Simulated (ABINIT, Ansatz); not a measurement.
**LiCNO (R3m): changed settings of a GW run in ABINIT**

A base run on LiCNO (R3m), then changed inputs.

Method: PBEsol and many-body steps on it, plane waves, in ABINIT 10.8.3.

### Step 1. Set-up

The structure is trigonal, space group R3m (No. 160). Conventional cell: a = 3.288 Å, b = 3.288 Å, c = 14.286 Å, α = 90.00°, β = 90.00°, γ = 120.00°. Nearest to Li lie 3 N at 2.18 Å and 3 O at 2.28 Å. Nearest to C lie 1 N at 1.19 Å and 1 O at 1.23 Å. Nearest to N lie 1 C at 1.19 Å and 3 Li at 2.18 Å. O has 1 C at 1.23 Å and 3 Li at 2.28 Å nearest. Farther neighbours and most contacts between anions are not listed.

The cell and positions are those that the Materials Project relaxed with its own functionals (PBE, PBE+U or r2SCAN), kept fixed.

### Step 2. Screening, 4×4×4 mesh, 63 bands, screening to 141.5 eV

This step: ABINIT 10.8.3; RPA screening on PBEsol, plane waves, norm-conserving pseudopotentials.

The RPA dielectric matrix is built and inverted for each q.

Input file run.abi:

```
acell 3*1.0 Angstrom
rprim 
  1.643988180588 0.949157018607 4.762053928800
  -1.643988180588 0.949157018607 4.762053928800
  0.000000000000 -1.898314037214 4.762053928800
ntypat 4
znucl 3 6 7 8
natom 4
typat 1 2 3 4
xred 
  0.005259000000 0.005259000000 0.005259000000
  0.497462000000 0.497462000000 0.497462000000
  0.413960000000 0.413960000000 0.413960000000
  0.583333333333 0.583333333333 0.583333333333
pp_dirpath "pseudos"
pseudos "Li.upf, C.upf, N.upf, O.upf"
ecut 37
ngkpt 4 4 4
nshiftk 1
shiftk 0 0 0
kptopt 1
chksymbreak 0
istwfk *1
occopt 1
irdwfk 1
optdriver 3
nband 63
ecuteps 5.2
inclvkb 2
awtr 1
symchi 1
indata_prefix "in"
outdata_prefix "out"
tmpdata_prefix "tmp"
```

On the command line:

```bash
$ OMP_NUM_THREADS=1 mpirun -n 4 abinit run.abi > log
```

The program printed:

```text
.Version 10.8.3 of ABINIT. v10.8.2 released Aug 2026.

 Symmetries : space group R3 m (#160); Bravais hR (rhombohedral)
[... echo of the input left out ...]
== DATASET  1 ==================================================================
-   mpi_nproc: 4, omp_nthreads: 1 (-1 if OMP is not activated)

--- !DatasetInfo
iteration_state: {dtset: 1, }
dimensions: {natom: 4, nkpt: 13, mband: 63, nsppol: 1, nspinor: 1, nspden: 1, mpw: 3276, }
cutoff_energies: {ecut:  37.0, pawecutdg:  -1.0, }
electrons: {nelect:   1.80000000E+01, charge:   0.00000000E+00, occopt:   1.00000000E+00, tsmear:   1.00000000E-02, }

 SCREENING: Calculation of the susceptibility and dielectric matrices

 Based on a program developped by R.W. Godby, V. Olevano, G. Onida, and L. Reining.
 Incorporated in ABINIT by V. Olevano, G.-M. Rignanese, and M. Torrent.
.Using double precision arithmetic ; gwpc =  8

[... cell and pseudopotentials left out ...]
--------------------------------------------------------------------------------

 ==== K-mesh for the wavefunctions ====
 Number of points in the irreducible wedge :    13
[... list of points left out ...]
 Together with  6 symmetry operations and time-reversal symmetry
 yields    64 points in the full Brillouin Zone.

 ==== Q-mesh for the screening function ====
 Number of points in the irreducible wedge :    13
[... list of points left out ...]
 Together with  6 symmetry operations and time-reversal symmetry
 yields    64 points in the full Brillouin Zone.

 setmesh: FFT mesh size selected  =    40x   40x   40
          total number of points  =        64000

 vcoul_init : cutoff-mode = AUXILIARY_FUNCTION
 q-points for optical limit:   1
     1)      0.000010    0.000020    0.000030

- screening: taking advantage of time-reversal symmetry
- Maximum band index for partially occupied states nbvw = 9
- Remaining bands to be divided among processors   nbcw = 54
- Number of bands treated by each node ~13

 Number of electrons calculated from density =   18.0000; Expected =   18.0000
 average of density, n =  0.059826
 r_s =    1.5861
 omega_plasma =   23.5940 [eV]

 calculating chi0 at frequencies [eV] :
  1    0.000000E+00    0.000000E+00
  2    0.000000E+00    2.359404E+01

--------------------------------------------------------------------------------
  q-point number  1        q = ( 0.000000, 0.000000, 0.000000) [r.l.u.]
--------------------------------------------------------------------------------
[... chi0 elements left out ...]
 For q-point:  0.000010 0.000020 0.000030
  dielectric constant =   2.3903
  dielectric constant without local fields =   3.0743

  Average fulfillment of the sum rule on Im[epsilon] for q-point    1 :     61.35  [%]
[... wings left out ...]
  q-point number  2        q = ( 0.250000, 0.000000, 0.000000) [r.l.u.]
--------------------------------------------------------------------------------
[... chi0 elements left out ...]
  Average fulfillment of the sum rule on Im[epsilon] for q-point    2 :     70.56  [%]

 [... 11 further q-points ...]
```

It took 88 s on 4 MPI ranks of Intel Xeon Platinum 8375C at 2.90GHz (Ice Lake), shared host; peak memory 1.6 GiB.

Numbers from this step:

| Item | Value |
| --- | --- |
| ε∞ with local fields, on this mesh, along the program's q direction | 2.390 |
| the same without local fields | 3.074 |
| plasma frequency | 23.59 eV |
| plane waves in the screening matrix | 159 |

Local fields lower ε∞ by 22 %.

### Step 3. Base

The self-energy is evaluated for the states that the input lists, and the levels follow from it, in one-shot runs by the linearised quasiparticle equation.

This step: G0W0 on PBEsol, plane waves, norm-conserving pseudopotentials.

run.abi: that of step 2 with these lines changed.

```diff
@@ -25,8 +25,17 @@
 irdwfk 1
-optdriver 3
+optdriver 4
 nband 63
+gwcalctyp 0
+ecutsigx 37
+symsigma 1
+nkptgw 2
+kptgw 
+  0.5000000000 0.5000000000 0.5000000000
+  0.0000000000 0.0000000000 0.0000000000
+bdgw 
+  8 12
+  8 12
 ecuteps 5.2
-inclvkb 2
-awtr 1
-symchi 1
+irdscr 1
+ppmodel 1
 indata_prefix "in"
```

The program printed:

```text
.Version 10.8.3 of ABINIT. v10.8.2 released Aug 2026.

 Symmetries : space group R3 m (#160); Bravais hR (rhombohedral)
[... echo of the input left out ...]
== DATASET  1 ==================================================================
-   mpi_nproc: 4, omp_nthreads: 1 (-1 if OMP is not activated)

--- !DatasetInfo
iteration_state: {dtset: 1, }
dimensions: {natom: 4, nkpt: 13, mband: 63, nsppol: 1, nspinor: 1, nspden: 1, mpw: 3276, }
cutoff_energies: {ecut:  37.0, pawecutdg:  -1.0, }
electrons: {nelect:   1.80000000E+01, charge:   0.00000000E+00, occopt:   1.00000000E+00, tsmear:   1.00000000E-02, }

 SIGMA: Calculation of the GW corrections

 Based on a program developped by R.W. Godby, V. Olevano, G. Onida, and L. Reining.
 Incorporated in ABINIT by V. Olevano, G.-M. Rignanese, and M. Torrent.
.Using double precision arithmetic ; gwpc =  8

[... cell and pseudopotentials left out ...]
--------------------------------------------------------------------------------

 ==== K-mesh for the wavefunctions ====
 Number of points in the irreducible wedge :    13
[... list of points left out ...]
 Together with  6 symmetry operations and time-reversal symmetry
 yields    64 points in the full Brillouin Zone.

 ==== Q-mesh for screening function ====
 Number of points in the irreducible wedge :    13
[... list of points left out ...]
 Together with  6 symmetry operations and time-reversal symmetry
 yields    64 points in the full Brillouin Zone.

 vcoul_init : cutoff-mode = AUXILIARY_FUNCTION
 q-points for optical limit:   1
     1)      0.000010    0.000020    0.000030
 setmesh: FFT mesh size selected  =    54x   54x   54
          total number of points  =       157464

 Number of electrons calculated from density =   18.0000; Expected =   18.0000
 average of density, n =  0.059826
 r_s =    1.5861
 omega_plasma =   23.5940 [eV]

 === KS Band Gaps ===
  >>>> For spin  1
   Minimum direct gap =   4.8204 [eV], located at k-point      :   0.0000  0.0000  0.0000
   Fundamental gap    =   4.6643 [eV], Top of valence bands at :   0.5000  0.5000  0.5000
                                       Bottom of conduction at :   0.0000  0.0000  0.0000
 SIGMA fundamental parameters:
 PLASMON POLE MODEL  1
 number of plane-waves for SigmaX                 3259
 number of plane-waves for SigmaC and W            159
 number of plane-waves for wavefunctions          3259
 number of bands                                    63
 number of independent spin polarizations            1
 number of spinorial components                      1
 number of k-points in IBZ                          13
 number of q-points in IBZ                          13
 number of symmetry operations                       6
 number of k-points in BZ                           64
 number of q-points in BZ                           64
 number of frequencies for dSigma/dE                 9
 frequency step for dSigma/dE [eV]                0.25
 number of omega for Sigma on real axis              0
 max omega for Sigma on real axis  [eV]           0.00
 zcut for avoiding poles [eV]                     0.10

 EPSILON^-1 parameters (SCR file):
 dimension of the eps^-1 matrix on file            159
 dimension of the eps^-1 matrix used               159
 number of plane-waves for wavefunctions          3259
 number of bands                                    63
 number of q-points in IBZ                          13
 number of frequencies                               2
 number of real frequencies                          1
 number of imag frequencies                          1

 matrix elements of self-energy operator (all in [eV])

 Perturbative Calculation

--- !SelfEnergy_ee
iteration_state: {dtset: 1, }
kpoint     : [   0.500,    0.500,    0.500, ]
spin       : 1
KS_gap     :    4.997
QP_gap     :    7.654
Delta_QP_KS:    2.658
data: !SigmaeeData |
     Band     E0 <VxcDFT>   SigX SigC(E0)      Z dSigC/dE  Sig(E)    E-E0       E
        8  -0.072 -17.881 -22.041   2.589   0.814  -0.228 -19.161  -1.279  -1.351
        9  -0.072 -17.881 -22.041   2.589   0.814  -0.228 -19.161  -1.279  -1.351
       10   4.925  -9.746  -5.044  -3.117   0.870  -0.150  -8.368   1.378   6.303
       11   7.610 -15.970  -9.345  -3.121   0.822  -0.217 -13.090   2.880  10.490
       12   7.610 -15.970  -9.345  -3.121   0.822  -0.217 -13.090   2.880  10.490

--- !SelfEnergy_ee
iteration_state: {dtset: 1, }
kpoint     : [   0.000,    0.000,    0.000, ]
spin       : 1
KS_gap     :    4.820
QP_gap     :    7.515
Delta_QP_KS:    2.695
data: !SigmaeeData |
     Band     E0 <VxcDFT>   SigX SigC(E0)      Z dSigC/dE  Sig(E)    E-E0       E
        8  -0.228 -17.700 -21.924   2.605   0.815  -0.228 -19.018  -1.319  -1.546
        9  -0.228 -17.700 -21.924   2.605   0.815  -0.228 -19.018  -1.319  -1.546
       10   4.593 -10.335  -5.608  -3.138   0.866  -0.155  -8.958   1.376   5.969
       11   7.799 -16.092  -9.352  -3.177   0.822  -0.216 -13.163   2.929  10.729
       12   7.799 -16.092  -9.352  -3.177   0.822  -0.216 -13.163   2.929  10.729

== END DATASET(S) ==============================================================
================================================================================

 -outvars: echo values of variables after computation  --------
           etotal      0.0000000000E+00
            nband          63
             nkpt          13
          spgroup         160
 [... the other variables as echoed above ...]

 Calculation completed.
```

It took 9.6 s on 4 MPI ranks; peak memory 1.4 GiB.

This step gave:

* G0W0 gap on the points computed: 7.32 eV
* starting gap on the mesh: 4.664 eV
* k of the valence top: 0.5, 0.5, 0.5
* k of the conduction bottom: 0, 0, 0
* Z at the valence top: 0.814
* Z at the conduction bottom: 0.866
* least direct G0W0 gap on the computed points: 7.515 eV

The gap on the mesh goes from 4.66 eV to 7.32 eV, a correction of +2.66 eV.

### Step 4. Broadening of the poles

run.abi: that of step 3 with these lines changed.

```diff
@@ -40,2 +40,3 @@
 ppmodel 1
+zcut 1.0 eV
 indata_prefix "in"
```

The program printed:

```text
.Version 10.8.3 of ABINIT. v10.8.2 released Aug 2026.

 Symmetries : space group R3 m (#160); Bravais hR (rhombohedral)
[... echo of the input left out ...]
== DATASET  1 ==================================================================
-   mpi_nproc: 4, omp_nthreads: 1 (-1 if OMP is not activated)

--- !DatasetInfo
iteration_state: {dtset: 1, }
dimensions: {natom: 4, nkpt: 13, mband: 63, nsppol: 1, nspinor: 1, nspden: 1, mpw: 3276, }
cutoff_energies: {ecut:  37.0, pawecutdg:  -1.0, }
electrons: {nelect:   1.80000000E+01, charge:   0.00000000E+00, occopt:   1.00000000E+00, tsmear:   1.00000000E-02, }

 SIGMA: Calculation of the GW corrections

 Based on a program developped by R.W. Godby, V. Olevano, G. Onida, and L. Reining.
 Incorporated in ABINIT by V. Olevano, G.-M. Rignanese, and M. Torrent.
.Using double precision arithmetic ; gwpc =  8

[... cell and pseudopotentials left out ...]
--------------------------------------------------------------------------------

 ==== K-mesh for the wavefunctions ====
 Number of points in the irreducible wedge :    13
[... list of points left out ...]
 Together with  6 symmetry operations and time-reversal symmetry
 yields    64 points in the full Brillouin Zone.

 ==== Q-mesh for screening function ====
 Number of points in the irreducible wedge :    13
[... list of points left out ...]
 Together with  6 symmetry operations and time-reversal symmetry
 yields    64 points in the full Brillouin Zone.

 vcoul_init : cutoff-mode = AUXILIARY_FUNCTION
 q-points for optical limit:   1
     1)      0.000010    0.000020    0.000030
 setmesh: FFT mesh size selected  =    54x   54x   54
          total number of points  =       157464

 Number of electrons calculated from density =   18.0000; Expected =   18.0000
[...]
number of omega for Sigma on real axis              0
 max omega for Sigma on real axis  [eV]           0.00
 zcut for avoiding poles [eV]                     1.00

 EPSILON^-1 parameters (SCR file):
 dimension of the eps^-1 matrix on file            159
 dimension of the eps^-1 matrix used               159
 number of plane-waves for wavefunctions          3259
 number of bands                                    63
 number of q-points in IBZ                          13
 number of frequencies                               2
 number of real frequencies                          1
 number of imag frequencies                          1

 matrix elements of self-energy operator (all in [eV])

 Perturbative Calculation

--- !SelfEnergy_ee
iteration_state: {dtset: 1, }
kpoint     : [   0.500,    0.500,    0.500, ]
spin       : 1
KS_gap     :    4.997
QP_gap     :    7.654
Delta_QP_KS:    2.657
data: !SigmaeeData |
     Band     E0 <VxcDFT>   SigX SigC(E0)      Z dSigC/dE  Sig(E)    E-E0       E
        8  -0.072 -17.881 -22.041   2.589   0.814  -0.228 -19.161  -1.279  -1.351
        9  -0.072 -17.881 -22.041   2.589   0.814  -0.228 -19.161  -1.279  -1.351
       10   4.925  -9.746  -5.044  -3.117   0.870  -0.150  -8.368   1.378   6.303
[...]
--- !SelfEnergy_ee
iteration_state: {dtset: 1, }
kpoint     : [   0.000,    0.000,    0.000, ]
spin       : 1
KS_gap     :    4.820
QP_gap     :    7.515
Delta_QP_KS:    2.695
data: !SigmaeeData |
     Band     E0 <VxcDFT>   SigX SigC(E0)      Z dSigC/dE  Sig(E)    E-E0       E
[...]
11   7.799 -16.092  -9.352  -3.190   0.819  -0.220 -13.183   2.910  10.709
       12   7.799 -16.092  -9.352  -3.190   0.819  -0.220 -13.183   2.910  10.709

== END DATASET(S) ==============================================================
================================================================================

 -outvars: echo values of variables after computation  --------
           etotal      0.0000000000E+00
            nband          63
             nkpt          13
          spgroup         160
 [... the other variables as echoed above ...]

 Calculation completed.
```

Run time: 9.4 s. Hardware: 4 MPI ranks; peak memory 1.4 GiB.

This step gave:

```yaml
g0w0_gap_on_the_points_computed: 7.32 eV
starting_gap_on_the_mesh: 4.664 eV
k_of_the_valence_top: 0.5, 0.5, 0.5
k_of_the_conduction_bottom: 0, 0, 0
z_at_the_valence_top: 0.814
z_at_the_conduction_bottom: 0.866
least_direct_g0w0_gap_on_the_computed_points: 7.515 eV
```

Against G0W0 in ABINIT (4×4×4 mesh, 63 bands, screening to 141.5 eV, Godby-Needs plasmon pole), the gap moves by +0.000 eV.

### Step 5. Contour deformation on a plasmon-pole file

run.abi: that of step 4 with these lines changed.

```diff
@@ -27,3 +27,3 @@
 nband 63
-gwcalctyp 0
+gwcalctyp 2
 ecutsigx 37
@@ -39,4 +39,2 @@
 irdscr 1
-ppmodel 1
-zcut 1.0 eV
 indata_prefix "in"
```

The program printed:

```text
.Version 10.8.3 of ABINIT. v10.8.2 released Aug 2026.

 Symmetries : space group R3 m (#160); Bravais hR (rhombohedral)
================================================================================
 Values of the parameters that define the memory need of the present run
     intxc =       0    ionmov =       0      iscf =       7    lmnmax =       5
     lnmax =       5     mgfft =      54  mpssoang =       3    mqgrid =    3001
     natom =       4  nloc_mem =       1    nspden =       1   nspinor =       1
    nsppol =       1      nsym =       6    n1xccc =    2501    ntypat =       4
    occopt =       1   xclevel =       2
-    mband =          63        mffmem =           1         mkmem =           4
       mpw =        3276          nfft =      157464          nkpt =          13
================================================================================
  Rough estimation (10% accuracy) of disk space for files :
================================================================================

--------------------------------------------------------------------------------
------------- Echo of variables that govern the present computation ------------
--------------------------------------------------------------------------------
 -outvars: echo values of preprocessed input variables --------
            acell      1.8897261259E+00  1.8897261259E+00  1.8897261259E+00 Bohr

             bdgw           8      12       8      12
      chksymbreak           0
             ecut      3.70000000E+01 Hartree
          ecuteps      5.20000000E+00 Hartree
         ecutsigx      3.70000000E+01 Hartree
          ecutwfn      3.70000000E+01 Hartree
-          fftalg         312
        gwcalctyp           2
           irdscr           1
[...]
setmesh: FFT mesh size selected  =    54x   54x   54
          total number of points  =       157464

 Number of electrons calculated from density =   18.0000; Expected =   18.0000
 average of density, n =  0.059826
 r_s =    1.5861
 omega_plasma =   23.5940 [eV]

 === KS Band Gaps ===
  >>>> For spin  1
   Minimum direct gap =   4.8204 [eV], located at k-point      :   0.0000  0.0000  0.0000
   Fundamental gap    =   4.6643 [eV], Top of valence bands at :   0.5000  0.5000  0.5000
                                       Bottom of conduction at :   0.0000  0.0000  0.0000
 SIGMA fundamental parameters:
 CONTOUR DEFORMATION
 number of plane-waves for SigmaX                 3259
 number of plane-waves for SigmaC and W            159
 number of plane-waves for wavefunctions          3259
 number of bands                                    63
 number of independent spin polarizations            1
 number of spinorial components                      1
 number of k-points in IBZ                          13
 number of q-points in IBZ                          13
 number of symmetry operations                       6
 number of k-points in BZ                           64
 number of q-points in BZ                           64
 number of frequencies for dSigma/dE                 9
 frequency step for dSigma/dE [eV]                0.25
 number of omega for Sigma on real axis              0
 max omega for Sigma on real axis  [eV]           0.00
 zcut for avoiding poles [eV]                     0.10

 EPSILON^-1 parameters (SCR file):
 dimension of the eps^-1 matrix on file            159
 dimension of the eps^-1 matrix used               159
 number of plane-waves for wavefunctions          3259
 number of bands                                    63
 number of q-points in IBZ                          13
 number of frequencies                               2
 number of real frequencies                          1
 number of imag frequencies                          1

 matrix elements of self-energy operator (all in [eV])

 Perturbative Calculation

--- !ERROR
message: |
    Fatal error

--- !ERROR
message: |
    Fatal error

--- from the log ---
Fatal error
```

The job ended after 4.5 s (4 MPI ranks; peak memory 0.7 GiB).

The run stopped with an error after 4.5 s.

The fault put into this input: contour deformation on a plasmon-pole file.

### Step 6. Side by side

Times are wall times on 4 MPI ranks of Intel Xeon Platinum 8375C at 2.90GHz (Ice Lake), shared host, good to a factor of about two. A run's time includes the screening step that it read.

| run | mesh | bands | screening cutoff (eV) | DFT gap (eV) | gap on the mesh (eV) | direct (eV) | ε∞ used | time |
| --- | --- | --- | --- | --- | --- | --- | --- | --- |
| base | 4×4×4 | 63 | 141.5 | 4.664 | 7.320 | 7.515 | 2.39 | 98 s |
| broadening of the poles | 4×4×4 | 63 | 141.5 | 4.664 | 7.320 | 7.515 | 2.39 | 97 s |

### Step 7. Summary of results

```
base                    : 7.320 eV
broadening of the poles : 7.320 eV
known limits            : not at the basis limit
```

Broadening of the poles: no change against base (keys changed: zcut). Bands and cutoff are finite, so the gap is not at the basis limit. The miss can reach some tenths of an eV and take either sign; the mesh is an error of its own. In the first G0W0 run levels were corrected at 2 k points alone, so a gap called «on the mesh» is the least over those, and an edge elsewhere would be missed.

[Paths, hosts, dates, memory and timing lines, banners, echoed tables and standing remarks are left out of the program output.]

[Logs are printed without paths, hosts, clocks, repeated set-up lines and the standing remarks that a program may print on its own settings, such as how far it seeks lower states.]

[Runs of the session that timed out or met a known fault of the program may be left out.]

[No measured gap is set beside runs whose start may be inverted or whose files or cutoffs have a known fault.]

[Hosts, paths, dates, database ids (printed as entryN), source tags and the programs' standing remarks are cut or masked in the printed files.]

[G0W0 gaps are taken among the corrected bands and points alone; a level outside them can change the order at an edge.]

[Where Ansatz stands beside ABINIT at settings called matched, ABINIT's density can come from a denser mesh and the files from another edition; pairs whose starting gaps differed by over 0.03 eV were left out, so agreement reads better than it is.]
